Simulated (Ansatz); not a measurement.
# Mg on Al(111): change of the work function, part 4 of 4

Aim: the work function of Al(111) at several coverages of Mg (fcc site), and the dipole that each adsorbate carries.

Ansatz 0.2.0; plane-wave DFT, PBE, Ansatz PAW.

So far, work function, upper face (eV): step 2 (the clean slab) 4.02; step 3 (37 atoms, coverage 0.111 ML, cell 3x3) 3.54; step 4 (17 atoms, coverage 0.25 ML, cell 2x2) 3.42; step 5 (18 atoms, coverage 0.5 ML, cell 2x2) 3.64.

## (6) The covered slab, k-mesh 12×12×1, coverage 1 ML

System of this step: Mg/Al(111). The cell holds 5 atoms: 4 Al and 1 Mg. Its edges and angles: a = 2.864 Å, b = 2.864 Å, c = 27.090 Å, α = 90.0°, β = 90.0°, γ = 60.0°. Vacuum lies along c.

Another coverage, to see how the dipoles act on each other as their distance changes.

The input, input.yaml:

```yaml
crystal:
  lattice:
    - [2.8637824638, 0.0, 0.0]
    - [1.4318912319, 2.4801083646, 0.0]
    - [0.0, 0.0, 27.0902784954]
  atoms:
    - { symbol: Al, position: [0.0, 0.0, 0.3322224982] }
    - { symbol: Al, position: [0.3333333333, 0.3333333333, 0.4185364352] }
    - { symbol: Al, position: [0.6666666667, 0.6666666667, 0.5029095475] }
    - { symbol: Al, position: [0.0, 0.0, 0.5890493975] }
    - { symbol: Mg, position: [0.3333333333, 0.3333333333, 0.6677775018] }
kpoints:
  mp_grid: { grid: [12, 12, 1] }
hamiltonian:
  xc: pbe
scf:
  occupations: { method: fermi_dirac, width: 0.1 }
  convergence: { dr2_threshold: 1.0e-08 }
efield:
  axis: 3
  dipole_correction: true
  ramp_position: 0.97
  ramp_width: 0.06
relax:
  f_tol: 0.02
  max_steps: 60
  constraints: [{ sites: [0, 1] }]
output:
  write_potential: true
  write_density: true
  volumetric_format: npy
```

Command:

```
ansatz run input.yaml --threads 2 --pin off --max-ram 4096MiB --backend cpu --events-out ev --progress --plain --runs-dir out
```

Standard output:

```text
[...]
Crystal: 5 atoms, lattice volume = 192.408 Å³
Basis set: ecut = 420 eV, 3763 PW (Γ), exchange–correlation on 40×40×384 points (8 copies of the dense FFT grid, shifted against one another)
Bands: 16, of which v1, the nominal top of the filled ones, is band 11 counted from 1 (10 counted from 0)
Symmetry: 6 space group operations
[...]
F+E_penalty+E_count = -4073.06948724 eV   max|allowed force component| = 1.148e-3 eV/Å
  atoms:
    - { symbol: Al, position: [-1.480297e-17, -1.480297e-17, 0.3322224982] }
    - { symbol: Al, position: [0.333333, 0.333333, 0.4185364352] }
    - { symbol: Al, position: [0.666667, 0.666667, 0.503660] }
    - { symbol: Al, position: [-1.480297e-17, -1.480297e-17, 0.590001] }
    - { symbol: Mg, position: [0.333333, 0.333333, 0.683793] }
[key lines of the parts left out:]
SCF converged after 7 iterations
Free energy (F): -4073.069487 eV
Fermi energy:    1.290460 eV
Dipole field:    D = 0.012649 V/Å  (p = 0.013449 e·Å, saw-weighted, corrected)
Work function:   Φ+ = 3.7518 eV   Φ− = 4.0944 eV
```

Run time: 11 s. Hardware: 2 threads of Arm Neoverse V1, shared host; peak memory 0.39 GiB.

The steps of the relaxation:

```
step  energy less that of the first step (eV)  largest force component (eV/Å)
   1                                   0.0000                          1.3433
   2                                  -0.1983                          0.2949
   3                                  -0.2224                          0.0691
   4                                  -0.2238                          0.0011
```

Forces are held to the 6 operations that the program found; a distortion that breaks them can't arise in this run.

The atoms that moved most (Å):

```
atom     dx     dy     dz  length
 Mg5  0.000  0.000  0.434   0.434
 Al4  0.000  0.000  0.026   0.026
 Al3  0.000  0.000  0.020   0.020
```

The relaxed structure:

```xyz
5
Lattice="2.8638 0.0000 0.0000 1.4319 2.4801 0.0000 0.0000 0.0000 27.0903" Properties=species:S:1:pos:R:3
Al    0.0000    0.0000    9.0000
Al    1.4319    0.8267   11.3383
Al    2.8638    1.6534   13.6443
Al    0.0000    0.0000   15.9833
Mg    1.4319    0.8267   18.5241
```

Running mean over 2.338 Å of the planar mean; the ramp of the sawtooth is left out. The electron's electrostatic potential energy less the Fermi level by z:

z (Å), electron's electrostatic potential energy less the Fermi level (eV) and a bar from the least value:
```
      3.5       4.09 ##############################
      4.0       4.09 ##############################
      4.5       4.09 ##############################
      5.0       4.09 ##############################
      5.5       4.07 ##############################
      6.0       4.00 ##############################
      6.5       3.77 #############################
      7.0       2.98 ###########################
      7.5       1.06 #####################
      8.0      -1.31 ###############
      8.5      -3.42 ########
      9.0      -4.35 ######
      9.5      -4.51 #####
     10.0      -4.54 #####
     10.5      -4.56 #####
     11.0      -4.56 #####
     11.5      -4.59 #####
     12.0      -4.67 #####
     12.5      -4.69 #####
     13.0      -4.67 #####
     13.5      -4.59 #####
     14.0      -4.57 #####
     14.5      -4.56 #####
     15.0      -4.56 #####
     15.5      -4.54 #####
     16.0      -4.46 #####
     16.5      -4.04 #######
     17.0      -3.78 #######
     17.5      -5.19 ###
     18.0      -6.14 #
     18.5      -6.37 
     19.0      -5.76 ##
     19.5      -3.33 #########
     20.0       0.44 ####################
     20.5       2.55 ##########################
     21.0       3.33 ############################
     21.5       3.61 #############################
     22.0       3.71 #############################
     22.5       3.74 #############################
     23.0       3.75 #############################
     23.5       3.75 #############################
```

The relaxation took 4 steps and lowered the energy by 0.22 eV; the largest force on the free atoms ends at 0.0011 eV/Å.

The covered face has 3.75 eV, -0.27 eV against the clean one; the bare back face has moved by +0.08 eV, a measure of how thin the slab is.

## (7) Work function against coverage

This step: plane-wave DFT, PBE, Ansatz PAW; work function against coverage (Ansatz 0.2.0).

The runs are now put side by side.

This step gave:

```yaml
work_function_of_the_clean_face: 4.021 eV
largest_change_of_the_work_function: -0.6007 eV
```

The work function of the covered face by coverage:

```
coverage (adsorbates/nm²)  work function of the covered face (eV)
                     0.00                                    4.02
                     1.56                                    3.54
                     3.52                                    3.42
                     7.04                                    3.64
                    14.08                                    3.75
```

The dipole per adsorbate comes from the change of the cell's dipole. Coverage, by row:

```
coverage (1/nm²)  coverage (ML)  work function (eV)  change (eV)  dipole per adsorbate, positive end outwards (debye)  mean height of the added atoms over the highest substrate atom (Å)
           1.564         0.1111                3.54      -0.4803                                                0.745                                                               2.298
            3.52           0.25                3.42      -0.6007                                                0.432                                                               2.295
            7.04            0.5               3.638      -0.3826                                                 0.14                                                               2.407
           14.08              1               3.752      -0.2688                                                0.065                                                               2.541
```

## (8) Results

```
work function of the clean face                        : 4.02 eV
work function at 0.11 ML                               : 3.54 eV
work function at 0.25 ML                               : 3.42 eV
work function at 0.5 ML                                : 3.64 eV
work function at 1 ML                                  : 3.75 eV
dipole per adsorbate at 0.11 ML, positive end outwards : 0.74 D
```

In words: Mg lowers the work function of Al(111) at the lowest coverage, by 0.48 eV: the adsorbate layer has its positive end outwards. The dipole per adsorbate falls from 0.74 to 0.07 D as the layer fills. Neighbouring dipoles depolarise each other, and heights and bonding change with coverage too. The work function passes a minimum near 0.25 ML among the coverages run and rises again. The slab has 4 layers, at the tabulated experimental lattice constant, one starting site was run, and quantum-size effects of a slab this thin can reach one or two tenths of an eV.

[Long decimals in the printed logs are rounded to 6 places.]

[Logs are printed without paths, hosts, clocks, repeated set-up lines and the standing remarks that a program may print on its own settings, such as how far it seeks lower states.]

[Hosts, paths, dates, database ids (printed as entryN), source tags and the programs' standing remarks are cut or masked in the printed files.]

[Maps of the electrostatic potential energy from Ansatz leave out the sawtooth potential of an applied field or a dipole correction, so their vacuum need not be flat; planar profiles and work functions include it.]
